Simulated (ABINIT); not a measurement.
# SnO2 (Cassiterite): one start, several treatments of the self-energy, part 2 of 2

How much does the gap of SnO2 (Cassiterite) depend on the approximation to the self-energy?

ABINIT 10.8.3; PBE and many-body steps on it, plane waves. Known limits of the many-body steps: not at the basis limit; exchange with frozen shells missing; no spin-orbit coupling; coarse k mesh.

So far. Step 6 (G0W0, von der Linden-Horsch plasmon pole): Against G0W0 in ABINIT (4×4×4 mesh, 80 bands, screening to 122.5 eV, Godby-Needs plasmon pole), the gap moves by −0.047 eV. Step 7 (G0W0, Engel-Farid plasmon pole): Against G0W0 in ABINIT (4×4×4 mesh, 80 bands, screening to 122.5 eV, Godby-Needs plasmon pole), the gap moves by −0.079 eV.

## (8) One-shot SEX

This step: one-shot SEX on PBE, plane waves, norm-conserving pseudopotentials.

Contents of run.abi:

```
acell 3*1.0 Angstrom
rprim 
  4.738000000000 0.000000000000 0.000000000000
  0.000000000000 4.738000000000 0.000000000000
  0.000000000000 0.000000000000 3.186500000000
ntypat 2
znucl 50 8
natom 6
typat 1 1 2 2 2 2
xred 
  0.000000000000 0.000000000000 0.000000000000
  0.500000000000 0.500000000000 0.500000000000
  0.307100000000 0.307100000000 0.000000000000
  0.192900000000 0.807100000000 0.500000000000
  0.692900000000 0.692900000000 0.000000000000
  0.807100000000 0.192900000000 0.500000000000
pp_dirpath "pseudos"
pseudos "Sn.upf, O.upf"
ecut 36
ngkpt 4 4 4
nshiftk 1
shiftk 0 0 0
kptopt 1
chksymbreak 0
istwfk *1
occopt 1
irdwfk 1
optdriver 4
nband 80
gwcalctyp 6
ecutsigx 36
symsigma 1
nkptgw 1
kptgw 
  0.0000000000 0.0000000000 0.0000000000
bdgw 
  24 28
ecuteps 4.5
irdscr 1
indata_prefix "in"
outdata_prefix "out"
tmpdata_prefix "tmp"
```

Launch:

```
OMP_NUM_THREADS=1 mpirun -n 8 abinit run.abi > log
```

Numbers of over 12 decimals in the logs are rounded to 6 here.

The log of the run:

```text
.Version 10.8.3 of ABINIT. v10.8.2 released Aug 2026.

 Symmetries : space group P4_2/m n m (#136); Bravais tP (primitive tetrag.)
[... echo of the input left out ...]
== DATASET  1 ==================================================================
-   mpi_nproc: 8, omp_nthreads: 1 (-1 if OMP is not activated)

--- !DatasetInfo
iteration_state: {dtset: 1, }
dimensions: {natom: 6, nkpt: 18, mband: 80, nsppol: 1, nspinor: 1, nspden: 1, mpw: 5006, }
cutoff_energies: {ecut:  36.0, pawecutdg:  -1.0, }
[...]
26   4.708 -20.315 -26.203  14.776   1.000   0.000 -11.426   8.889  13.597
       27   5.973 -15.798 -12.309   5.487   1.000   0.000  -6.822   8.975  14.949
       28  10.834 -15.523  -9.990   3.941   1.000   0.000  -6.049   9.474  20.307

== END DATASET(S) ==============================================================
================================================================================

 -outvars: echo values of variables after computation  --------
           etotal      0.0000000000E+00
            nband          80
             nkpt          18
          spgroup         136
 [... the other variables as echoed above ...]

 Calculation completed.
```

Elapsed: 4.5 s, on 8 MPI ranks of Intel Xeon Platinum 8488C (Sapphire Rapids), shared host; peak memory 1.4 GiB.

This step gave:

* quasiparticle gap on the points computed: 1.352 eV
* starting gap on the mesh: 1.265 eV
* k of the valence top: 0, 0, 0
* k of the conduction bottom: 0, 0, 0
* least direct quasiparticle gap on the computed points: 1.352 eV

Against G0W0 in ABINIT (4×4×4 mesh, 80 bands, screening to 122.5 eV, Godby-Needs plasmon pole), the gap moves by −0.991 eV.

## (9) One-shot COHSEX

This step: one-shot COHSEX on PBE, plane waves, norm-conserving pseudopotentials.

Changes to run.abi since step 8:

```diff
@@ -29,3 +29,3 @@
 nband 80
-gwcalctyp 6
+gwcalctyp 7
 ecutsigx 36
```

The log of the run:

```text
.Version 10.8.3 of ABINIT. v10.8.2 released Aug 2026.

 Symmetries : space group P4_2/m n m (#136); Bravais tP (primitive tetrag.)
[... echo of the input left out ...]
== DATASET  1 ==================================================================
-   mpi_nproc: 8, omp_nthreads: 1 (-1 if OMP is not activated)

--- !DatasetInfo
iteration_state: {dtset: 1, }
dimensions: {natom: 6, nkpt: 18, mband: 80, nsppol: 1, nspinor: 1, nspden: 1, mpw: 5006, }
cutoff_energies: {ecut:  36.0, pawecutdg:  -1.0, }
[...]
26   4.708 -20.315 -26.203   3.482   1.000   0.000 -22.720  -2.405   2.303
       27   5.973 -15.798 -12.309  -4.000   1.000   0.000 -16.310  -0.512   5.461
       28  10.834 -15.523  -9.990  -5.269   1.000   0.000 -15.259   0.264  11.098

== END DATASET(S) ==============================================================
================================================================================

 -outvars: echo values of variables after computation  --------
           etotal      0.0000000000E+00
            nband          80
             nkpt          18
          spgroup         136
 [... the other variables as echoed above ...]

 Calculation completed.
```

Elapsed: 4.9 s, on 8 MPI ranks; peak memory 0.68 GiB.

Numbers from this step:

| Property | Result |
| --- | --- |
| quasiparticle gap on the points computed | 3.158 eV |
| starting gap on the mesh | 1.265 eV |
| k of the valence top | 0, 0, 0 |
| k of the conduction bottom | 0, 0, 0 |
| least direct quasiparticle gap on the computed points | 3.158 eV |

Against G0W0 in ABINIT (4×4×4 mesh, 80 bands, screening to 122.5 eV, Godby-Needs plasmon pole), the gap moves by +0.815 eV.

## (10) One-shot Hartree-Fock

This step: one-shot Hartree-Fock on PBE, plane waves, norm-conserving pseudopotentials.

Changes to run.abi since step 9:

```diff
@@ -28,4 +28,4 @@
 optdriver 4
-nband 80
-gwcalctyp 7
+nband 30
+gwcalctyp 5
 ecutsigx 36
@@ -37,4 +37,4 @@
   24 28
-ecuteps 4.5
-irdscr 1
+ixc_sigma 40
+fftgw 31
 indata_prefix "in"
```

The log of the run:

```text
.Version 10.8.3 of ABINIT. v10.8.2 released Aug 2026.

 Symmetries : space group P4_2/m n m (#136); Bravais tP (primitive tetrag.)
[... echo of the input left out ...]
== DATASET  1 ==================================================================
-   mpi_nproc: 8, omp_nthreads: 1 (-1 if OMP is not activated)

--- !DatasetInfo
iteration_state: {dtset: 1, }
dimensions: {natom: 6, nkpt: 18, mband: 30, nsppol: 1, nspinor: 1, nspden: 1, mpw: 5006, }
cutoff_energies: {ecut:  36.0, pawecutdg:  -1.0, }
[...]
26   4.708 -20.315 -26.203   0.000   1.000   0.000 -26.203  -5.887  -1.179
       27   5.973 -15.798 -12.309   0.000   1.000   0.000 -12.309   3.488   9.462
       28  10.834 -15.523  -9.990   0.000   1.000   0.000  -9.990   5.533  16.367

== END DATASET(S) ==============================================================
================================================================================

 -outvars: echo values of variables after computation  --------
           etotal      0.0000000000E+00
            nband          30
             nkpt          18
          spgroup         136
 [... the other variables as echoed above ...]

 Calculation completed.
```

Wall time 4.9 s (8 MPI ranks); peak memory 0.44 GiB.

This step gave:

```yaml
quasiparticle_gap_on_the_points_computed: 10.64 eV
starting_gap_on_the_mesh: 1.265 eV
k_of_the_valence_top: 0, 0, 0
k_of_the_conduction_bottom: 0, 0, 0
least_direct_quasiparticle_gap_on_the_computed_points: 10.64 eV
```

Against G0W0 in ABINIT (4×4×4 mesh, 80 bands, screening to 122.5 eV, Godby-Needs plasmon pole), the gap moves by +8.298 eV.

## (11) Screening, 4×4×4 mesh, 80 bands, screening to 122.5 eV

This step: RPA screening on PBE, plane waves, norm-conserving pseudopotentials.

Changes to run.abi since step 10:

```diff
@@ -27,14 +27,14 @@
 irdwfk 1
-optdriver 4
-nband 30
-gwcalctyp 5
-ecutsigx 36
-symsigma 1
-nkptgw 1
-kptgw 
-  0.0000000000 0.0000000000 0.0000000000
-bdgw 
-  24 28
-ixc_sigma 40
-fftgw 31
+optdriver 3
+nband 80
+ecuteps 4.5
+inclvkb 2
+awtr 1
+symchi 1
+gwcalctyp 2
+nfreqre 16
+freqremax 40 eV
+nfreqim 8
+spmeth 1
+nomegasf 120
 indata_prefix "in"
```

The log of the run:

```text
.Version 10.8.3 of ABINIT. v10.8.2 released Aug 2026.

 Symmetries : space group P4_2/m n m (#136); Bravais tP (primitive tetrag.)
[... echo of the input left out ...]
== DATASET  1 ==================================================================
-   mpi_nproc: 8, omp_nthreads: 1 (-1 if OMP is not activated)

--- !DatasetInfo
iteration_state: {dtset: 1, }
dimensions: {natom: 6, nkpt: 18, mband: 80, nsppol: 1, nspinor: 1, nspden: 1, mpw: 5006, }
cutoff_energies: {ecut:  36.0, pawecutdg:  -1.0, }
electrons: {nelect:   5.20000000E+01, charge:   0.00000000E+00, occopt:   1.00000000E+00, tsmear:   1.00000000E-02, }

 SCREENING: Calculation of the susceptibility and dielectric matrices

 Based on a program developped by R.W. Godby, V. Olevano, G. Onida, and L. Reining.
 Incorporated in ABINIT by V. Olevano, G.-M. Rignanese, and M. Torrent.
.Using double precision arithmetic ; gwpc =  8

[... cell and pseudopotentials left out ...]
--------------------------------------------------------------------------------

 ==== K-mesh for the wavefunctions ====
 Number of points in the irreducible wedge :    18
[... list of points left out ...]
 Together with 16 symmetry operations and time-reversal symmetry
 yields    64 points in the full Brillouin Zone.

 ==== Q-mesh for the screening function ====
 Number of points in the irreducible wedge :    18
[... list of points left out ...]
 Together with 16 symmetry operations and time-reversal symmetry
 yields    64 points in the full Brillouin Zone.

 setmesh: FFT mesh size selected  =    36x   36x   24
          total number of points  =        31104

 vcoul_init : cutoff-mode = AUXILIARY_FUNCTION
 q-points for optical limit:   1
     1)      0.000010    0.000020    0.000030

- screening: taking advantage of time-reversal symmetry
- Maximum band index for partially occupied states nbvw = 26
- Remaining bands to be divided among processors   nbcw = 54
- Number of bands treated by each node ~6

 Number of electrons calculated from density =   52.0000; Expected =   52.0000
 average of density, n =  0.107722
 r_s =    1.3038
 omega_plasma =   31.6597 [eV]

 calculating chi0 at frequencies [eV] :
  1    0.000000E+00    0.000000E+00
  2    2.666667E+00    0.000000E+00
  3    5.333333E+00    0.000000E+00
[...]
23    0.000000E+00    8.063178E+01
 24    0.000000E+00    1.135304E+02

--------------------------------------------------------------------------------
  q-point number  1        q = ( 0.000000, 0.000000, 0.000000) [r.l.u.]
--------------------------------------------------------------------------------
[... chi0 elements left out ...]
  [... further frequencies ...]

 No. of calculated frequencies >  15, stop printing
 For q-point:  0.000010 0.000020 0.000030
  dielectric constant =   4.6150
  dielectric constant without local fields =   4.8200

  Average fulfillment of the sum rule on Im[epsilon] for q-point    1 :     43.41  [%]
[... wings left out ...]
  q-point number  2        q = ( 0.250000, 0.000000, 0.000000) [r.l.u.]
--------------------------------------------------------------------------------
[... chi0 elements left out ...]
  [... further frequencies ...]

 No. of calculated frequencies >  15, stop printing
  Average fulfillment of the sum rule on Im[epsilon] for q-point    2 :     62.74  [%]

 [... 16 further q-points ...]
```

The job ended after 2.6 min (8 MPI ranks; peak memory 4.2 GiB; 20 min of CPU time).

Numbers from this step:

* ε∞ with local fields, on this mesh, along the program's q direction: 4.615
* the same without local fields: 4.82
* plasma frequency: 31.66 eV
* plane waves in the screening matrix: 217

## (12) G0W0, contour deformation

This step: G0W0 on PBE, plane waves, norm-conserving pseudopotentials.

Changes to run.abi since step 11:

```diff
@@ -27,14 +27,14 @@
 irdwfk 1
-optdriver 3
+optdriver 4
 nband 80
+gwcalctyp 2
+ecutsigx 36
+symsigma 1
+nkptgw 1
+kptgw 
+  0.0000000000 0.0000000000 0.0000000000
+bdgw 
+  24 28
 ecuteps 4.5
-inclvkb 2
-awtr 1
-symchi 1
-gwcalctyp 2
-nfreqre 16
-freqremax 40 eV
-nfreqim 8
-spmeth 1
-nomegasf 120
+irdscr 1
 indata_prefix "in"
```

The log of the run:

```text
.Version 10.8.3 of ABINIT. v10.8.2 released Aug 2026.

 Symmetries : space group P4_2/m n m (#136); Bravais tP (primitive tetrag.)
[... echo of the input left out ...]
== DATASET  1 ==================================================================
-   mpi_nproc: 8, omp_nthreads: 1 (-1 if OMP is not activated)

--- !DatasetInfo
iteration_state: {dtset: 1, }
dimensions: {natom: 6, nkpt: 18, mband: 80, nsppol: 1, nspinor: 1, nspden: 1, mpw: 5006, }
cutoff_energies: {ecut:  36.0, pawecutdg:  -1.0, }
[...]
25   3.962 -19.988 -25.514   5.208   0.751  -0.331 -20.226  -0.238   3.724
[...]
28  10.834 -15.523  -9.990  -3.558   0.801  -0.249 -13.941   1.582  12.416
       28   0.000   0.000   0.000  -0.002   0.000   0.000  -0.002  -0.002  -0.002

== END DATASET(S) ==============================================================
================================================================================

 -outvars: echo values of variables after computation  --------
           etotal      0.0000000000E+00
            nband          80
             nkpt          18
          spgroup         136
 [... the other variables as echoed above ...]

 Calculation completed.
```

The job ended after 7 s (8 MPI ranks; peak memory 2.1 GiB).

This step gave:

| Property | Result |
| --- | --- |
| G0W0 gap on the points computed | 2.333 eV |
| starting gap on the mesh | 1.265 eV |
| k of the valence top | 0, 0, 0 |
| k of the conduction bottom | 0, 0, 0 |
| least direct G0W0 gap on the computed points | 2.333 eV |

Against G0W0 in ABINIT (4×4×4 mesh, 80 bands, screening to 122.5 eV, Godby-Needs plasmon pole), the gap moves by −0.010 eV.

## (13) Screening, 4×4×4 mesh, 80 bands, screening to 122.5 eV

This step: RPA screening on PBE, plane waves, norm-conserving pseudopotentials.

Changes to run.abi since step 12:

```diff
@@ -27,14 +27,11 @@
 irdwfk 1
-optdriver 4
+optdriver 3
 nband 80
-gwcalctyp 2
-ecutsigx 36
-symsigma 1
-nkptgw 1
-kptgw 
-  0.0000000000 0.0000000000 0.0000000000
-bdgw 
-  24 28
 ecuteps 4.5
-irdscr 1
+inclvkb 2
+awtr 1
+symchi 1
+gwcalctyp 1
+nfreqre 0
+nfreqim 16
 indata_prefix "in"
```

The log of the run:

```text
.Version 10.8.3 of ABINIT. v10.8.2 released Aug 2026.

 Symmetries : space group P4_2/m n m (#136); Bravais tP (primitive tetrag.)
[... echo of the input left out ...]
== DATASET  1 ==================================================================
-   mpi_nproc: 8, omp_nthreads: 1 (-1 if OMP is not activated)

--- !DatasetInfo
iteration_state: {dtset: 1, }
dimensions: {natom: 6, nkpt: 18, mband: 80, nsppol: 1, nspinor: 1, nspden: 1, mpw: 5006, }
cutoff_energies: {ecut:  36.0, pawecutdg:  -1.0, }
[...]
No. of calculated frequencies >  15, stop printing
 For q-point:  0.000010 0.000020 0.000030
  dielectric constant =   4.6043
  dielectric constant without local fields =   4.8087

  Average fulfillment of the sum rule on Im[epsilon] for q-point    1 :     43.41  [%]
[... wings left out ...]
  q-point number  2        q = ( 0.250000, 0.000000, 0.000000) [r.l.u.]
--------------------------------------------------------------------------------
[... chi0 elements left out ...]
  [... further frequencies ...]

 No. of calculated frequencies >  15, stop printing
  Average fulfillment of the sum rule on Im[epsilon] for q-point    2 :     62.74  [%]

 [... 16 further q-points ...]
```

The job ended after 4.5 min (8 MPI ranks; peak memory 3.6 GiB).

Numbers from this step:

```yaml
eps_infinity_with_local_fields_on_this_mesh_along_the_program_s_q_direction: 4.604
the_same_without_local_fields: 4.809
plasma_frequency: 31.66 eV
plane_waves_in_the_screening_matrix: 217
```

## (14) G0W0, analytic continuation

This step: G0W0 on PBE, plane waves, norm-conserving pseudopotentials.

Changes to run.abi since step 13:

```diff
@@ -27,11 +27,16 @@
 irdwfk 1
-optdriver 3
+optdriver 4
 nband 80
+gwcalctyp 1
+ecutsigx 36
+symsigma 1
+nkptgw 1
+kptgw 
+  0.0000000000 0.0000000000 0.0000000000
+bdgw 
+  24 28
 ecuteps 4.5
-inclvkb 2
-awtr 1
-symchi 1
-gwcalctyp 1
-nfreqre 0
-nfreqim 16
+irdscr 1
+nomegasi 12
+omegasimax 25 eV
 indata_prefix "in"
```

The log of the run:

```text
.Version 10.8.3 of ABINIT. v10.8.2 released Aug 2026.

 Symmetries : space group P4_2/m n m (#136); Bravais tP (primitive tetrag.)
[... echo of the input left out ...]
== DATASET  1 ==================================================================
-   mpi_nproc: 8, omp_nthreads: 1 (-1 if OMP is not activated)

--- !DatasetInfo
iteration_state: {dtset: 1, }
dimensions: {natom: 6, nkpt: 18, mband: 80, nsppol: 1, nspinor: 1, nspden: 1, mpw: 5006, }
cutoff_energies: {ecut:  36.0, pawecutdg:  -1.0, }
[...]
25  -1.379 -19.988 -25.514   5.233   0.739  -0.353 -20.203  -0.215  -1.593
[...]
28   5.493 -15.523  -9.990  -3.461   0.850  -0.175 -13.765   1.758   7.251
       28   0.000   0.000   0.000  -0.105  -0.031  -0.042  -0.168  -0.168  -0.168

== END DATASET(S) ==============================================================
================================================================================

 -outvars: echo values of variables after computation  --------
           etotal      0.0000000000E+00
            nband          80
             nkpt          18
          spgroup         136
 [... the other variables as echoed above ...]

 Calculation completed.
```

It took 9.3 s on 8 MPI ranks; peak memory 2.1 GiB.

Numbers from this step:

```
G0W0 gap on the points computed              : 2.165 eV
starting gap on the mesh                     : 1.265 eV
k of the valence top                         : 0, 0, 0
k of the conduction bottom                   : 0, 0, 0
least direct G0W0 gap on the computed points : 2.165 eV
```

Against G0W0 in ABINIT (4×4×4 mesh, 80 bands, screening to 122.5 eV, Godby-Needs plasmon pole), the gap moves by −0.178 eV.

## (15) The runs together

Times are wall times on 8 MPI ranks of Intel Xeon Platinum 8488C (Sapphire Rapids), shared host, good to a factor of about two. A run's time includes the screening step that it read.

| run | mesh | bands | screening cutoff (eV) | DFT gap (eV) | gap on the mesh (eV) | direct (eV) | ε∞ used | time |
| --- | --- | --- | --- | --- | --- | --- | --- | --- |
| G0W0, Godby-Needs plasmon pole | 4×4×4 | 80 | 122.5 | 1.265 | 2.343 | 2.343 | 4.60 | 1.9 min |
| G0W0, Hybertsen-Louie plasmon pole | 4×4×4 | 80 | 122.5 | 1.265 | 2.591 | 2.591 | 4.60 | 1.9 min |
| G0W0, von der Linden-Horsch plasmon pole | 4×4×4 | 80 | 122.5 | 1.265 | 2.296 | 2.296 | 4.60 | 1.9 min |
| G0W0, Engel-Farid plasmon pole | 4×4×4 | 80 | 122.5 | 1.265 | 2.264 | 2.264 | 4.60 | 1.9 min |
| one-shot SEX | 4×4×4 | 80 | 122.5 | 1.265 | 1.352 | 1.352 | 4.60 | 1.9 min |
| one-shot COHSEX | 4×4×4 | 80 | 122.5 | 1.265 | 3.158 | 3.158 | 4.60 | 1.9 min |
| one-shot Hartree-Fock | 4×4×4 | - | - | 1.265 | 10.641 | 10.641 | - | 4.9 s |
| G0W0, contour deformation | 4×4×4 | 80 | 122.5 | 1.265 | 2.333 | 2.333 | 4.62 | 2.7 min |
| G0W0, analytic continuation | 4×4×4 | 80 | 122.5 | 1.265 | 2.165 | 2.165 | 4.60 | 4.6 min |

## (16) Summary of results

- G0W0, Godby-Needs plasmon pole: 2.343 eV
- G0W0, Hybertsen-Louie plasmon pole: 2.591 eV
- G0W0, von der Linden-Horsch plasmon pole: 2.296 eV
- G0W0, Engel-Farid plasmon pole: 2.264 eV
- one-shot SEX: 1.352 eV
- one-shot COHSEX: 3.158 eV
- one-shot Hartree-Fock: 10.641 eV
- G0W0, contour deformation: 2.333 eV
- G0W0, analytic continuation: 2.165 eV
- known limits: not at the basis limit; exchange with frozen shells missing; no spin-orbit coupling; coarse k mesh

What this shows: G0W0, Hybertsen-Louie plasmon pole: +0.248 eV against G0W0, Godby-Needs plasmon pole. G0W0, von der Linden-Horsch plasmon pole: −0.047 eV against G0W0, Godby-Needs plasmon pole. G0W0, Engel-Farid plasmon pole: −0.079 eV against G0W0, Godby-Needs plasmon pole. One-shot SEX: −0.991 eV against G0W0, Godby-Needs plasmon pole. One-shot COHSEX: +0.815 eV against G0W0, Godby-Needs plasmon pole. One-shot Hartree-Fock: +8.298 eV against G0W0, Godby-Needs plasmon pole. G0W0, contour deformation: −0.010 eV against G0W0, Godby-Needs plasmon pole. G0W0, analytic continuation: −0.178 eV against G0W0, Godby-Needs plasmon pole. Bare exchange alone opens the gap to 10.64 eV; against G0W0, correlation takes back 8.30 eV. Static COHSEX lies above G0W0: it lacks the factor Z and overstates the Coulomb hole of the filled states. Bands and cutoff are finite, so the gap is not at the basis limit. The miss can reach some tenths of an eV and take either sign; the mesh is an error of its own. In the first G0W0 run levels were corrected at 1 k point alone, so a gap called «on the mesh» is the least over those, and an edge elsewhere would be missed. The 4×4×4 mesh is coarse for this cell, which bears on the long-range parts of exchange and screening. The norm-conserving file of at least one element keeps a d shell over frozen s and p shells of the same row. Exchange with those shells is missing from the self-energy, an error of 0.3 to 0.9 eV in cases checked, whose sign depends on which edge lies on those atoms. The many-body steps are scalar-relativistic: spin-orbit coupling is not in them.

[Paths, hosts, dates, memory and timing lines, banners, echoed tables and standing remarks are left out of the program output.]

[Logs are printed without paths, hosts, clocks, repeated set-up lines and the standing remarks that a program may print on its own settings, such as how far it seeks lower states.]

[Runs of the session that timed out or met a known fault of the program may be left out.]

[No measured gap is set beside runs whose start may be inverted or whose files or cutoffs have a known fault.]

[Hosts, paths, dates, database ids (printed as entryN), source tags and the programs' standing remarks are cut or masked in the printed files.]

[G0W0 gaps are taken among the corrected bands and points alone; a level outside them can change the order at an edge.]

[Where Ansatz stands beside ABINIT at settings called matched, ABINIT's density can come from a denser mesh and the files from another edition; pairs whose starting gaps differed by over 0.03 eV were left out, so agreement reads better than it is.]
